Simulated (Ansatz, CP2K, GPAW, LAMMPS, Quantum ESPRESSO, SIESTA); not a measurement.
# Ionic liquid MMIM+ methanesulfonate with Li salt at 400 K (210 atoms) in GPAW

Aim: run ionic liquid MMIM+ methanesulfonate with Li salt at 400 K (210 atoms) in GPAW and see how near its forces come to a plane-wave reference, and at what cost.

Main program and level: GPAW 26.7.0; the method is named at each step.

**1. The structure**

The cell holds 210 atoms: 50 C, 16 N, 102 H, 10 S, 30 O and 2 Li. Cell: a = 13.042 Å, b = 13.042 Å, c = 13.042 Å, α = 90.0°, β = 90.0°, γ = 90.0°. 8 MMIM+, 10 methanesulfonate, 2 Li+ placed at random, at 1.3 g/cm³; overlaps pushed apart, then 10 ps at 700 K with Joung-Cheatham ions (J. Phys. Chem. B 112, 9020 (2008)); MMFF94 bonds, angles, torsions, charges and radii (Halgren, J. Comput. Chem. 17, 490 (1996)) in harmonic and 12-6 forms; charges of ions scaled by 0.8. Snapshot after 30 ps at 400 K and fixed volume.

The yardstick, on the same geometry:

| Item | Value |
| --- | --- |
| method | Kohn-Sham DFT, PBE, PAW, plane waves (Ansatz 0.2.0); cutoff 420 eV, Γ point, fermi-dirac smearing of 0.05 eV; PAW set soft_2 |
| r.m.s. force component | 1.144 eV/Å |
| longest force | 5.162 eV/Å |
| pressure | 3.983 GPa |
| gap (highest filled to lowest empty level) | 2.383 eV |
| SCF cycles | 11 |
| time | 47 s on 4 threads of Arm Neoverse V2, shared host |
| CPU time | 3 min |

**2. PBE, LCAO dzp, h 0.18 Å**

Method: Kohn-Sham DFT, PBE, PAW, atomic orbitals (dzp).

File run.py:

```python
import numpy as np
from ase.io import read
from gpaw import GPAW, FermiDirac
from ase.parallel import parprint as print

atoms = read("structure.xyz")
atoms.calc = GPAW(
    mode="lcao",
    basis="dzp",
    h=0.18,
    xc="PBE",
    kpts={"size": (1, 1, 1), "gamma": True},
    occupations=FermiDirac(0.05),
    maxiter=200,
    symmetry={"point_group": False},
    txt="gpaw.txt",
)
energy = atoms.get_potential_energy(force_consistent=True)
forces = atoms.get_forces()
print(f"energy {energy:.6f} eV")
print("forces (eV/A)")
for i, (a, f) in enumerate(zip(atoms, forces)):
    print(f"{i:4d} {a.symbol:2s} {f[0]:10.5f} {f[1]:10.5f} {f[2]:10.5f}")
print(f"Fermi level {atoms.calc.get_fermi_level():.4f} eV")
for k in range(len(atoms.calc.get_ibz_k_points())):
    for s in range(atoms.calc.get_number_of_spins()):
        e = atoms.calc.get_eigenvalues(kpt=k, spin=s)
        n = np.searchsorted(e, atoms.calc.get_fermi_level())
        print(f"k {k} spin {s} levels about the Fermi level:", np.round(e[max(n - 6, 0):n], 4).tolist(), "|", np.round(e[n:n + 6], 4).tolist())
```

File structure.xyz:

```xyz
210
Lattice="13.04169 0.00000 0.00000 0.00000 13.04169 0.00000 0.00000 0.00000 13.04169" Properties=species:S:1:pos:R:3 pbc="T T T"
C 4.08674 2.63938 2.43658
N 2.82848 3.22756 2.01025
C 2.55774 4.51529 1.54101
C 1.20518 4.56720 1.46106
N 0.63370 3.43401 1.83340
C 12.28749 3.05815 1.77432
C 1.59995 2.63925 2.20183
H 4.91463 2.92329 1.81201
H 4.30206 3.02972 3.45357
H 4.02049 1.52809 2.55448
H 3.42592 5.12460 1.15967
H 0.57736 5.38126 1.12758
H 12.34500 2.03646 1.59213
H 11.78917 3.39449 2.68815
H 11.84838 3.50156 0.88005
H 1.45311 1.64782 2.56700
C 5.59671 7.97278 10.57968
N 5.94818 7.64752 9.25204
C 5.15434 6.87558 8.51675
C 5.59267 6.88171 7.20619
N 6.68074 7.82280 7.17789
C 7.45880 8.13254 5.99970
C 6.89475 8.20492 8.44189
H 6.00883 7.26005 11.26893
H 5.98574 8.91999 10.77178
H 4.48295 8.06850 10.68297
H 4.34132 6.35417 8.96355
H 5.28762 6.47820 6.25284
H 6.70434 8.39246 5.18851
H 8.13475 8.98742 6.19154
H 8.06316 7.31743 5.84033
H 7.55570 8.97307 8.79871
C 9.37241 8.93486 12.02652
N 10.37466 9.96176 11.93249
C 10.43127 11.18847 12.51520
C 11.71535 11.65327 12.26258
N 12.35987 10.65167 11.54503
C 0.72512 10.64202 11.26724
C 11.47656 9.70615 11.21377
H 9.66780 8.15119 12.79716
H 8.38215 9.26299 12.35909
H 9.19478 8.42663 11.18807
H 9.74032 11.33779 0.27596
H 12.33287 12.32283 12.83550
H 0.91566 10.30398 10.24373
H 1.02951 11.72161 11.44252
H 1.20297 9.89486 11.93236
H 11.63567 8.83248 10.63628
C 3.99493 0.75681 12.54376
N 5.00579 1.49497 11.77899
C 6.04430 1.04086 10.92424
C 6.80346 2.12684 10.64841
N 6.16755 3.28872 11.10656
C 6.62805 4.61232 11.07787
C 5.06031 2.81401 11.76895
H 3.15818 1.44658 12.76377
[... 150 atom lines left out ...]
H 7.53940 2.23782 2.25100
H 8.34681 1.18066 3.31468
Li 1.94504 12.22215 5.01427
Li 1.61026 8.15301 0.74220
```

On the command line:

```bash
OMP_NUM_THREADS=1 mpirun -np 4 gpaw python run.py > output.txt
```

Output:

```text
energy -1145.029132 eV
forces (eV/A)
   0 C    -0.29073   -0.47491    1.46044
   1 N    -1.71006   -0.55136    0.00060
   2 C     2.24022   -0.44301   -0.37914
   3 C    -0.60001    3.77444   -1.59036
   4 N    -0.45906   -0.11784    0.42535
   5 C     0.12157    1.94591   -0.09389
   6 C     2.81715   -1.74485    0.49680
   7 H     0.79768    0.47185   -0.93728
   8 H     0.26191   -0.01041    0.29524
   9 H    -0.27075    0.27223   -0.26721
  10 H    -0.63274    0.10950    0.41819
  11 H    -0.28941    0.77911   -0.36923
  12 H    -0.82427   -2.90832    0.13088
  13 H    -0.51745   -0.17542    0.27061
  14 H    -0.50091    0.52889   -0.25359
  15 H    -0.05086   -1.31397    0.57730
  16 C    -1.45078   -0.28934    0.58016
  17 N     1.19956    0.67428   -1.31900
  18 C    -0.55578   -1.53222   -2.64158
  19 C     1.31935    1.66714    0.25530
  20 N    -1.48779   -1.61926    1.02169
  21 C    -2.00870    2.88479    0.13268
  22 C    -0.43088    0.42812    0.82096
  23 H     0.27448   -0.73743    1.18581
[...]
202 O    -4.04681   -3.61260   -1.49748
 203 O     4.36105   -2.45073    2.31819
 204 O     0.23414    2.13509   -2.70028
 205 H     0.29953    0.30307    0.14386
 206 H    -2.41179    1.11359   -0.82847
 207 H    -0.19683   -0.97347    1.63896
 208 Li    0.02768   -0.14316   -0.02404
 209 Li   -0.16813    0.13943    0.33638
Fermi level 1.9620 eV
k 0 spin 0 levels about the Fermi level: [0.2402, 0.3413, 0.5978, 0.7173, 0.7573, 0.9564] | [2.9689, 3.0957, 3.1896, 3.3877, 3.4405, 3.4829]
```

gpaw.txt:

```text
Input parameters:
  mode=LCAO(),
  basis={'default': 'dzp'},
  h=0.18,
  kpts=MonkhorstPack(size=(1, 1, 1), gamma=True),
  maxiter=200,
  occupations=Occupations(name='fermi-dirac', width=0.05, fixmagmom=False),
  symmetry=Symmetry(point_group=False),
  xc=XC(name='PBE')
Unit cell  # Å
| periodic |         x |         y |         z |   lengths |    angles |
|----------|-----------|-----------|-----------|-----------|-----------|
|      yes | 13.041690 |  0.000000 |  0.000000 | 13.041690 | 90.000000 |
|      yes |  0.000000 | 13.041690 |  0.000000 | 13.041690 | 90.000000 |
|      yes |  0.000000 |  0.000000 | 13.041690 | 13.041690 | 90.000000 |
Number of symmetries: 1
Symmetry operations  # r_c * U_cc + t_c -> r_c
|   | kind |            matrix            |
|---|------|------------------------------|
| 0 |  E   |  1, 0, 0,  0, 1, 0,  0, 0, 1 |
BZ-sampling:
  Number of BZ points: 1
  Number of IBZ points: 1
  Monkhorst-Pack size: [1, 1, 1]
  Monkhorst-Pack shift: [0, 0, 0]
[... lines left out ...]
eigensolver:
density mixing:
  MSR1-Mixer
occupation numbers:
  Fermi-Dirac:
    width: 0.0500  # eV
FastPoissonSolver using
    Stencil: 6*3+1=19 point O(h^6) finite-difference Laplacian
xc functional:
  name: PBE with 2 nearest neighbor stencil
interpolation: tri-quintic # 5. degree polynomial
Initialization done in: 5.669 s
convergence criteria:
- Maximum [total energy] change in last 3 cyles: 0.0005 eV / valence electron
- Maximum integral of absolute [dens]ity change: 0.0001 electrons / valence electron
- Maximum integral of absolute [eigenst]ate change: 4e-08 eV^2 / valence electron
maximum number of iterations: 200
SCF iterations
|iter     |      energy | eigst |  dens |
|---------|-------------|-------|-------|
|iter:   1|-1210.740348 |      c|       |
|iter:   2|-1196.037214 |      c| -0.77 |
|iter:   3|-1145.613872 |      c| -0.81 |
|iter:   4|-1145.157560 |      c| -1.39 |
|iter:   5|-1145.067442 |      c| -1.80 |
|iter:   6|-1145.030199c|      c| -2.47 |
|iter:   7|-1145.029169c|      c| -2.86 |
|iter:   8|-1145.029139c|      c| -3.28 |
|iter:   9|-1145.029136c|      c| -3.77 |
|iter:  10|-1145.029132c|      c| -4.19c|
Converged in 10 steps
SCF loop duration: 63.358 s (6.336 s/step)
Energy contributions relative to reference atoms: (reference = -246570.290040)
Energy contributions:
  Kinetic:        1041.405336
  Coulomb:       -1012.515720
  Zero:              7.559476
  External:          0.000000
  Xc:            -1181.478224
  Entropy:          -0.000000
  Spinorbit:         0.000000
  ----------------------------
  Free energy:   -1145.029132
  Extrapolated:  -1145.029132
dipole moment: (-49.146321, -6.987750, 1.839391)  # |e|*Ang
Fermi level: 1.962
Eigenvalues  # (at kpt = [0.000, 0.000, 0.000])
| band index |      eig [eV] | occ [0-2] |
|------------|---------------|-----------|
|          0 |       -23.362 |     2.000 |
|        ... |               |           |
|        304 |         0.071 |     2.000 |
|        305 |         0.203 |     2.000 |
[...]
|        319 |         3.630 |     0.000 |
|        ... |               |           |
|        378 |         7.843 |     0.000 |
Gap: 2.012 eV
Transition (v -> c):
  (s=0, k=0, n=311, [0.00, 0.00, 0.00]) -> (s=0, k=0, n=312, [0.00, 0.00, 0.00])
No difference between direct/indirect transitions
Force computation time: 8.709  # s
timing:  # [seconds]
  Total:  77.741  # ━━━━━━━━━━━━━━━━━━━━━━━━━━━━━━━━━━━━━━━━━━━━━━━━━━━━━━━━━
  Init:    5.668  # ━━━━
  SCF:    63.357  # ━━━━━━━━━━━━━━━━━━━━━━━━━━━━━━━━━━━━━━━━━━━━━━╸
  Forces:  8.709  # ━━━━━━╸
```

Run time: 80 s. Hardware: 4 MPI ranks of Arm Neoverse V2, shared host; peak memory 3.6 GiB; 5.3 min of CPU time.

Banners, paths, timers and routine set-up lines are dropped from the logs unmarked, and long logs keep their key lines alone; longer cuts are marked.

Against the reference:

| Property | Result |
| --- | --- |
| r.m.s. force component | 1.45 eV/Å |
| r.m.s. difference of force components | 513.6 meV/Å |
| longest difference of force vectors | 2158 meV/Å |
| force difference over r.m.s. force | 44.9 % |
| slope of forces against the reference's | 1.202 |
| correlation of force components | 0.9486 |
| gap (highest filled to lowest empty level) | 2.013 eV |
| gap difference | -0.3702 eV |

This run lies far from the reference in forces at the same functional. Basis and potentials both differ; the latter hold 624 valence electrons against the reference's 628.

Length of the force difference by element (eV/Å):

```
element  atoms  mean  most
      C     50  0.31  0.60
      H    102  0.61  0.91
     Li      2  0.11  0.16
      N     16  0.52  0.82
      O     30   1.9   2.2
      S     10  0.90   1.1
```

Levels nearest the highest filled one (eV from it): -0.72, -0.62, -0.36, -0.24, -0.20, 0.00, 2.01, 2.14, 2.23, 2.43, 2.48, 2.53.

Local excerpt of 9 atoms (numbers count through the whole input) about O187, picked at random; x, y, z are measured from there.

```
atom      x      y      z  distance (Å)  bonds     Fx     Fy  Fz (eV/Å)
O187   0.00   0.00   0.00          0.00      1   1.08   1.76      -2.08
S186  -0.88  -0.69   0.95          1.46      4   3.81   0.41       1.84
O188  -0.67  -0.15   2.34          2.44      1  -0.31  -0.02       0.56
O189  -2.24  -0.88   0.57          2.48      1  -5.13   0.00      -1.42
H184   0.67   1.65  -1.75          2.50      1  -0.64  -2.01       1.49
C185  -0.28  -2.34   0.94          2.54      4  -0.62   0.53       0.87
H190   0.80  -2.22   1.14          2.62      1   0.25  -0.85      -0.21
H192  -0.72  -2.82   0.06          2.91      1   0.58  -0.27      -0.33
 H77   2.32   1.82   1.01          3.11      1  -1.05   0.07      -0.16
```

Atoms are counted from 1 here, from 0 in the log.

Forces lie 45 % from the reference's, at 1.8 times its CPU time.

**3. Outcome**

```json
{
  "force difference from the reference": "GPAW PBE, LCAO dzp, h 0.18 Å, 45 %",
  "its CPU time": "5.3 min"
}
```

What this shows: The PBE run in local orbitals differs by 45 % (GPAW PBE, LCAO dzp, h 0.18 Å); basis, grid and potentials can all enter, and differences of this size make the forces unusable. At the same functional, the gap of GPAW PBE, LCAO dzp, h 0.18 Å lies 0.37 eV below the reference's 2.38 eV. The potentials hold different valence shells: 628 electrons in the reference, 624 in GPAW; this bears on time and differences. The network of contacts between molecules at the start is that of the classical potential that made the cell, and needn't be the one that DFT or experiment would give. The reference's PBE has no dispersion term, which matters for the binding between molecules or layers. The density was typed from a rule of thumb and may lie off the real one at this temperature. The electronic-structure runs sample only Γ, in a cell whose shortest periodic width is 13 Å.

[Also dropped from logs without a mark: logging warnings of Python, and SIESTA's first energy breakdown and zero terms.]

[Logs are printed without paths, hosts, clocks, repeated set-up lines and the standing remarks that a program may print on its own settings, such as how far it seeks lower states.]

[Hosts, paths, dates, database ids (printed as entryN), source tags and the programs' standing remarks are cut or masked in the printed files.]

[The MMFF94 radii named for the starting cell were scaled by 0.96; in molecules described by MMFF94, hydrogen bound to N, O or S took a small fixed 12-6 site in their place.]
